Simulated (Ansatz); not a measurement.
# Lattice dynamics of KSrBr3 (built on the sites of a database entry of CsPbBr3), part 2 of 2

Aim: the phonons of KSrBr3 (built on the sites of a database entry of CsPbBr3) at a cell relaxed beforehand at this level. After the zone centre comes a 2×2×2 q mesh on a 4×4×4 k mesh.

Ansatz 0.2.0; DFT PBEsol, scalar-relativistic, plane waves, PseudoDojo norm-conserving pseudopotentials.

So far. Step 2 (Modes at Γ): Before it was imposed, the acoustic sum rule was missed by 1.0e-4 eV/Å² and the charge sum rule by 0.017 e. Small misses are needed for a sound result but don't prove that mesh and cutoff are converged. The lowest optical mode is imaginary, 55.5i cm⁻¹, so the energy falls along it.

The structure was built from a prototype and need not be the compound's stable phase.

### 3. Phonons on a q mesh

Stability and thermal properties need the whole zone. Linear response on a 2×2×2 q mesh gives force constants as far as a supercell of that size would, and the tensors from the zone-centre run are typed in so that the long-range dipole term is interpolated apart.

Contents of input.yaml:

```yaml
crystal:
  lattice:
    - [5.8733190708, 0.0, 0.0]
    - [0.0, 5.8733190708, 0.0]
    - [0.0, 0.0, 5.8733190708]
  atoms:
    - { symbol: K, position: [0.0, 0.0, 0.0] }
    - { symbol: Sr, position: [0.5, 0.5, 0.5] }
    - { symbol: Br, position: [0.0, 0.5, 0.5] }
    - { symbol: Br, position: [0.5, 0.0, 0.5] }
    - { symbol: Br, position: [0.5, 0.5, 0.0] }
kpoints:
  mp_grid: { grid: [4, 4, 4] }
hamiltonian:
  xc: pbesol
  pseudopotentials: { kind: nc, accuracy: standard }
scf:
  occupations: { method: fixed }
output:
  eigenvalues: true
phonons:
  method: dfpt
  qmesh: [2, 2, 2]
  temperatures: { t_max: 1000, t_step: 50 }
  qpath:
    path:
      - [[0.0, 0.0, 0.0], [0.0, 0.5, 0.0], [0.5, 0.5, 0.0], [0.0, 0.0, 0.0], [0.5, 0.5, 0.5], [0.0, 0.5, 0.0]]
      - [[0.5, 0.5, 0.5], [0.5, 0.5, 0.0]]
    npoints: 10
  non_analytic_term:
    high_frequency_dielectric_tensor: [[2.7386, 0.0, 0.0], [0.0, 2.7386, 0.0], [0.0, 0.0, 2.7386]]
    born_effective_charges:
      - { species: K, tensor: [[1.314, 0.0, 0.0], [0.0, 1.314, 0.0], [0.0, 0.0, 1.314]] }
      - { species: Sr, tensor: [[2.4104, 0.0, 0.0], [0.0, 2.4104, 0.0], [0.0, 0.0, 2.4104]] }
      - { species: Br, tensor: [[-2.0009, 0.0, 0.0], [0.0, -0.8617, 0.0], [0.0, 0.0, -0.8617]] }
      - { species: Br, tensor: [[-0.8617, 0.0, 0.0], [0.0, -2.0009, 0.0], [0.0, 0.0, -0.8617]] }
      - { species: Br, tensor: [[-0.8617, 0.0, 0.0], [0.0, -0.8617, 0.0], [0.0, 0.0, -2.0009]] }
    source: "zone-centre run at this cell"
```

The run is started by

```bash
$ ansatz run input.yaml --threads 8 --pin off --max-ram 14336MiB --backend cpu --events-out ev --progress --plain --runs-dir out
```

Numbers of over 12 decimals in the logs are rounded to 6 here.

Output:

```text
[...]
Crystal: 5 atoms, lattice volume = 202.605 Å³
Basis set: ecut = 1006.821291 eV, 14771 PW (Γ), exchange–correlation on 128×128×128 points (8 copies of the dense FFT grid, shifted against one another)
Bands: 25, of which v1, the nominal top of the filled ones, is band 20 counted from 1 (19 counted from 0)
Symmetry: 48 space group operations
k-points: 10 of 64
[...]
SCF iter   1: F=—  HF=-3041.090512 eV  |F-HF|=—  |Δ(HF+E_count)|=         —  Δρ=3.26e-2  dr2=4.27e0  ethr=3.10e-3  ⟨swp⟩=8.8  Hψ=1418  notcnv=0  defer=26
[...]
SCF iter  11: F=-3039.230655 eV  HF=-3039.230655 eV  |F-HF|=1.55e-11  |Δ(HF+E_count)|=  3.57e-10  Δρ=6.13e-8  dr2=8.07e-12  ethr=1.00e-12  ⟨swp⟩=25.3  Hψ=3086  notcnv=0
SCF 1 converged in 11 iterations: F = -3039.230655 eV  dr2 = 8.07e-12
NSCF: frozen V_eff on 10 k-points
[...]
DFPT response loops at q = (0, 0, 0) (fractional): preconditioner auto → none (the input reference at scf.mixing.eps_inf says where Resta's filter doesn't serve); β = 0.50; Broyden in place of MSR1
[...]
SCF converged after 11 iterations
Free energy (F): -3039.230655 eV
[...]
Internal energy: -3039.230655 eV  (E = F + TS)
E sigma→0 (E₀):  -3039.230655 eV
Fermi energy:    1.121174 eV
[...]
--- Band table (eV; the first three rows and the last of 10) ---
  k-point 0: bands = [... 16 lower, 0.6279, 0.8747, 0.8747, 0.8747, 4.8466, 6.2541, 6.2541, 6.2541, ... 1 higher]
  k-point 1: bands = [... 16 lower, 0.5059, 0.5683, 0.8178, 0.8178, 5.4208, 6.3425, 6.7862, 6.7862, ... 1 higher]
  k-point 2: bands = [... 16 lower, 0.3098, 0.5111, 0.7917, 0.7917, 6.4450, 6.5771, 6.5841, 7.5272, ... 1 higher]
  k-point 9: bands = [... 16 lower, -0.2892, 1.1212, 1.1212, 1.1212, 6.2177, 7.5090, 7.5090, 7.5090, ... 1 higher]
--- Phonons (Γ-DFPT): 4 representative perturbations + reference (Σ response iterations 10) ---
  ASR residual: 1.922e-4 → 0.000e0 eV/Å²; symmetrization residual: 1.505e-6 eV/Å²
  ASR residual per site (eV/Å²): 9.66e-5 1.92e-4 6.98e-5 6.98e-5 6.98e-5
[...]
--- Phonons (arbitrary-q DFPT): 4 irreducible q on the 2×2×2 mesh ---
  q = [0.0000, 0.0000, 0.0000] (star 1, of the zone-centre solve; hermiticity 5.27e-7, symmetrization 1.96e-14): -55.50 -55.50 -55.50 -20.93 -20.93 -20.93 -0.00 0.00 0.00 52.80 52.80 52.80 180.33 180.33 180.33
  q = [0.0000, 0.0000, -0.5000] (star 3, 9 solved perturbations in 216 linear systems a pass and spin channel, the states on 27 of 64 k-point pairs; hermiticity 4.02e-7, symmetrization 1.39e-12, the responses' own estimated error 1.3e-4 eV/Å²): -50.75 -50.75 -20.57 -20.57 -14.16 30.44 30.44 40.99 45.20 45.20 48.27 148.67 163.07 180.26 180.26
[...]
sum rule: each row above includes the acoustic sum rule's correction from the zone centre's row sums; it moved no ω² by more than (0.82 cm⁻¹)²
  mesh force constants: q→R imaginary residual 3.65e-18; ASR residual 1.922e-4 → 0.000e0 eV/Å²; symmetrization residual 9.770e-15 eV/Å²
  interpolated dispersion: 63 rows × 15 modes
  density of states and harmonic sums: on the 12×12×12 q-mesh, interpolated from the force constants of a 2×2×2 supercell (with the dipole–dipole term of supplied tensors)
  largest difference from the sums on the solved wave vectors: F 6.51e-2 eV, S 7.20e-5 and C_V 1.37e-5 eV/K
  zero-point energy: 0.059451 eV/cell   skipped modes (ω ≤ 0): 449, of them read as no rigid motion or as one in doubt: 446 (5.329e0 modes/cell left out, lowest -55.50 cm⁻¹)   left out of the sums: 3.55e-1 of the cell's modes: C_V's classical limit lies that fraction below 3 k_B per atom; for a crystal, a wire or a layer, F and S can be off by more, and a phonons.interpolated_qmesh denser along its periods is the remedy for the sampling
```

The job ended after 4.4 min (8 threads of Arm Neoverse N1, shared host; peak memory 2.6 GiB).

Numbers from this step:

```yaml
sum_rule_residual_before_enforcement: 1.92e-4 eV/Å²
lowest_frequency_on_the_path: -55.50 cm⁻¹
highest_frequency_on_the_path_or_at_a_solved_wavevector: 208.9 cm⁻¹
lowest_mode_on_the_q_mesh_acoustic_modes_at_gamma_apart: -55.5 cm⁻¹
```

Frequencies (cm⁻¹) solved at each irreducible wavevector; negative means imaginary. Frequencies by wavevector, by row:

```tsv
q in reciprocal lattice units	star	mode 1	mode 2	mode 3	mode 4	mode 13	mode 14	mode 15
0 0 0	1	-55.5	-55.5	-55.5	-20.9	180.3	180.3	180.3
0 0 -0.5	3	-50.8	-50.8	-20.6	-20.6	163.1	180.3	180.3
0 -0.5 -0.5	3	-51.7	-51.7	-42.1	-41.8	149.1	165.9	180.2
-0.5 -0.5 -0.5	1	-54.3	-54.3	-54.3	-42.3	147.1	147.1	169.3
```

Interpolated from a 2×2×2 q mesh, with the LO-TO term (at Γ the limit along the path; where Γ stands inside the path, tables give the limit on arrival). The phonon branches at the labelled points (cm⁻¹):

```tsv
point	branch 1	branch 2	branch 3	branch 4	branch 12	branch 13	branch 14	branch 15
Γ	-56	-56	-21	-21	59	180	180	209
halfway	-53	-53	-19	-19	95	180	180	196
X	-51	-51	-21	-21	149	163	180	180
halfway	-52	-47	-38	-33	149	154	180	182
M	-52	-52	-42	-42	149	149	166	180
halfway	-52	-50	-30	-29	96	170	180	195
Γ	-56	-56	-21	-21	59	180	180	209
halfway	-52	-52	-32	-30	98	171	171	194
R	-54	-54	-54	-42	147	147	147	169
halfway	-52	-50	-44	-35	148	152	172	185
X	-51	-51	-21	-21	149	163	180	180
jump to R	-54	-54	-54	-42	147	147	147	169
halfway	-52	-52	-49	-42	148	148	159	180
M	-52	-52	-42	-42	149	149	166	180
```

Tetrahedra on a 12×12×12 mesh, mean over bins of 5 cm-1. Interpolated from a 2×2×2 q mesh. Table of phonon density of states by wavenumber; read off at these points:

```tsv
wavenumber (cm⁻¹)	phonon density of states (1/cm⁻¹/cell)
-58	0.00139
-52	0.328
-42	0.0682
-32	0.0954
-18	0.113
-8	0.0147
8	0.0141
18	0.0498
32	0.0395
42	0.142
48	0.173
58	0.0899
68	0.0266
82	0.0220
92	0.0246
108	0.0223
118	0.0298
132	0.0297
142	0.0339
158	0.0425
168	0.0571
178	0.133
182	0.0934
192	0.0274
208	0.00304
```

The partial phonon density of states has structure finer than the step of the table below, so its rows give means over 10 cm⁻¹, whole bins alone (the curve runs from -65.5 to 223 cm⁻¹). Peaks (cm⁻¹: height): Br -51.0: 0.0833, -18.4: 0.118, 46.8: 0.130, 88.5: 0.0485, 115.7: 0.0467, 141.0: 0.0319, 179.1: 0.0827; K -51.0: 0.228, 43.2: 0.0361; Sr 45.0: 0.0259, 61.3: 0.0404, 88.5: 0.0562, 115.7: 0.0577, 141.0: 0.0656, 155.5: 0.0260, 179.1: 0.0552.

Phonopy on the run's constants, 9x9x9 mesh, Gaussian sigma 2.1 cm-1. Interpolated from a 2×2×2 q mesh. Table of partial phonon density of states by wavenumber; means over each step; values in 1/cm⁻¹/cell:

```tsv
wavenumber (cm⁻¹)	Br	K	Sr
-60	0.00505	0.0138	5.0e-5
-50	0.0525	0.146	5.1e-4
-40	0.0600	0.0241	1.7e-4
-30	0.0837	0.0114	1.6e-4
-20	0.0963	0.00711	0.00108
-10	0.0227	6.9e-4	3.0e-4
0	0.00363	4.6e-4	2.0e-4
10	0.0212	0.00408	0.00132
20	0.0318	0.00915	0.00249
30	0.0257	0.0107	0.00257
40	0.0702	0.0297	0.0113
50	0.111	0.0256	0.0151
60	0.0501	0.0101	0.0259
70	0.00545	0.00123	0.00403
80	0.00312	1.4e-4	0.00379
90	0.0264	0.00187	0.0306
100	1.7e-4	1.5e-5	1.9e-4
110	0.00946	3.0e-4	0.0113
120	0.0195	7.4e-4	0.0250
130	0.00191	2.3e-5	0.00138
140	0.0220	6.9e-4	0.0380
150	0.00754	1.3e-4	0.0106
160	0.0286	2.3e-4	0.0214
170	0.0392	1.6e-4	0.0261
180	0.0669	2.8e-4	0.0435
190	0.0253	5.1e-4	0.0156
200	0.00823	2.9e-4	0.00616
210	0.00131	5.3e-5	0.00107
```

Symmetry leaves 4 wavevectors to solve. The lowest mode among them, the acoustic zeros apart, lies at Γ and is imaginary, 55.5i cm⁻¹, so the energy falls along it.

### 4. Another isotope, element Br, natural mass 79.904 amu

An isotope changes the mass and not the force constants, so no new electronic calculation is needed; the shifts show which modes move this element.

The same force constants with the mass of Br changed from 79.904 to 80.916 u (phonopy, no LO-TO term). Both lists are sorted by frequency; levels can cross, so a row need not hold one and the same mode. Modes under 3 cm⁻¹ are left out. Isotope shifts, by row, the first 40 of 57 rows:

```tsv
q	rank	natural mass (cm⁻¹)	changed mass (cm⁻¹)
0 0 0	1	-55.5	-55.42
0 0 0	2	-55.5	-55.42
0 0 0	3	-55.5	-55.42
0 0 0	4	-20.93	-20.8
0 0 0	5	-20.93	-20.8
0 0 0	6	-20.93	-20.8
0 0 0	10	52.8	52.62
0 0 0	11	52.8	52.62
0 0 0	12	52.8	52.62
0 0 0	13	180.3	179.7
0 0 0	14	180.3	179.7
0 0 0	15	180.3	179.7
0 0 -0.5	1	-50.75	-50.69
0 0 -0.5	2	-50.75	-50.69
0 0 -0.5	3	-20.57	-20.45
0 0 -0.5	4	-20.57	-20.45
0 0 -0.5	5	-14.16	-14.07
0 0 -0.5	6	30.44	30.28
0 0 -0.5	7	30.44	30.28
0 0 -0.5	8	40.99	40.73
0 0 -0.5	9	45.2	45.06
0 0 -0.5	10	45.2	45.06
0 0 -0.5	11	48.27	48.26
0 0 -0.5	12	148.7	148.7
0 0 -0.5	13	163.1	162.1
0 0 -0.5	14	180.3	179.6
0 0 -0.5	15	180.3	179.6
0 -0.5 -0.5	1	-51.72	-51.6
0 -0.5 -0.5	2	-51.72	-51.6
0 -0.5 -0.5	3	-42.08	-41.82
0 -0.5 -0.5	4	-41.82	-41.82
0 -0.5 -0.5	5	14.58	14.49
0 -0.5 -0.5	6	14.58	14.49
0 -0.5 -0.5	7	44.01	43.89
0 -0.5 -0.5	8	47.25	47.07
0 -0.5 -0.5	9	47.25	47.07
0 -0.5 -0.5	10	51.34	51.02
0 -0.5 -0.5	11	143.9	143
0 -0.5 -0.5	12	149.1	149.1
0 -0.5 -0.5	13	149.1	149.1
```

A mode of this element alone would shift by -0.63 %. The highest zone-centre frequency without the field goes from 180.3 to 179.7 cm⁻¹ (-0.4 %).

### 5. Another isotope, element K, natural mass 39.0983 amu

The same for K, from 39.10 to 40.96 u.

The same force constants with the mass of K changed from 39.098 to 40.962 u (phonopy, no LO-TO term). Both lists are sorted by frequency; levels can cross, so a row need not hold one and the same mode. Modes under 3 cm⁻¹ are left out. Isotope shifts, by row, the first 40 of 57 rows:

```tsv
q	rank	natural mass (cm⁻¹)	changed mass (cm⁻¹)
0 0 0	1	-55.5	-54.51
0 0 0	2	-55.5	-54.51
0 0 0	3	-55.5	-54.51
0 0 0	4	-20.93	-20.93
0 0 0	5	-20.93	-20.93
0 0 0	6	-20.93	-20.93
0 0 0	10	52.8	52.65
0 0 0	11	52.8	52.65
0 0 0	12	52.8	52.65
0 0 0	13	180.3	180.3
0 0 0	14	180.3	180.3
0 0 0	15	180.3	180.3
0 0 -0.5	1	-50.75	-49.81
0 0 -0.5	2	-50.75	-49.81
0 0 -0.5	3	-20.57	-20.57
0 0 -0.5	4	-20.57	-20.57
0 0 -0.5	5	-14.16	-14.16
0 0 -0.5	6	30.44	30.3
0 0 -0.5	7	30.44	30.3
0 0 -0.5	8	40.99	40.99
0 0 -0.5	9	45.2	45.2
0 0 -0.5	10	45.2	45.2
0 0 -0.5	11	48.27	47.18
0 0 -0.5	12	148.7	148.7
0 0 -0.5	13	163.1	163
0 0 -0.5	14	180.3	180.3
0 0 -0.5	15	180.3	180.3
0 -0.5 -0.5	1	-51.72	-50.97
0 -0.5 -0.5	2	-51.72	-50.97
0 -0.5 -0.5	3	-42.08	-42.08
0 -0.5 -0.5	4	-41.82	-40.85
0 -0.5 -0.5	5	14.58	14.58
0 -0.5 -0.5	6	14.58	14.58
0 -0.5 -0.5	7	44.01	44.01
0 -0.5 -0.5	8	47.25	46.88
0 -0.5 -0.5	9	47.25	46.88
0 -0.5 -0.5	10	51.34	51.34
0 -0.5 -0.5	11	143.9	143.9
0 -0.5 -0.5	12	149.1	149
0 -0.5 -0.5	13	149.1	149
```

A mode of this element alone would shift by -2.30 %. The highest zone-centre frequency without the field goes from 180.3 to 180.3 cm⁻¹ (+0.0 %).

### 6. Another isotope, element Sr, natural mass 87.62 amu

The same for Sr, from 87.62 to 85.91 u.

A mode of this element alone would shift by +0.99 %. The highest zone-centre frequency without the field goes from 180.3 to 181.1 cm⁻¹ (+0.4 %).

### 7. Summary of results

```
space group (within 0.01 Å)                             : Pm-3m
volume per atom                                         : 40.5 Å³
gap on the k-mesh                                       : 3.73 eV
highest optical mode at the zone centre (no LO-TO term) : 180 cm⁻¹
top of the zone-centre spectrum with the field          : 209 cm⁻¹
lowest optical zone-centre mode                         : -55.5 cm⁻¹
mean high-frequency dielectric constant                 : 2.74
largest Born charge (third of the trace)                : 2.41 e
lowest mode on the q mesh (acoustic modes at Γ apart)   : -55.5 cm⁻¹
highest frequency on the path or at a solved wavevector : 209 cm⁻¹
imaginary modes on the 2×2×2 q mesh                     : yes
```

**Reading.** Modes are clearly imaginary (beyond 10i cm⁻¹) at 4 of the 4 irreducible wavevectors, most at Γ (55.5i cm⁻¹), so this structure is not a minimum of the energy. Without the field, the optical modes at Γ span -56 to 180 cm⁻¹ (negative means imaginary). With the macroscopic field of the longitudinal modes the top of the zone-centre spectrum lies at 209 cm⁻¹, against 180 cm⁻¹ without it. Among the real modes, the strongest infrared line is at 180 cm⁻¹. The starting cell was built on a prototype and not taken from a measurement, so the phase need not exist. These are harmonic frequencies at zero temperature: anharmonic shifts, linewidths and thermal expansion are left out.

[Logs are printed without paths, hosts, clocks, repeated set-up lines and the standing remarks that a program may print on its own settings, such as how far it seeks lower states.]

[Hosts, paths, dates, database ids (printed as entryN), source tags and the programs' standing remarks are cut or masked in the printed files.]
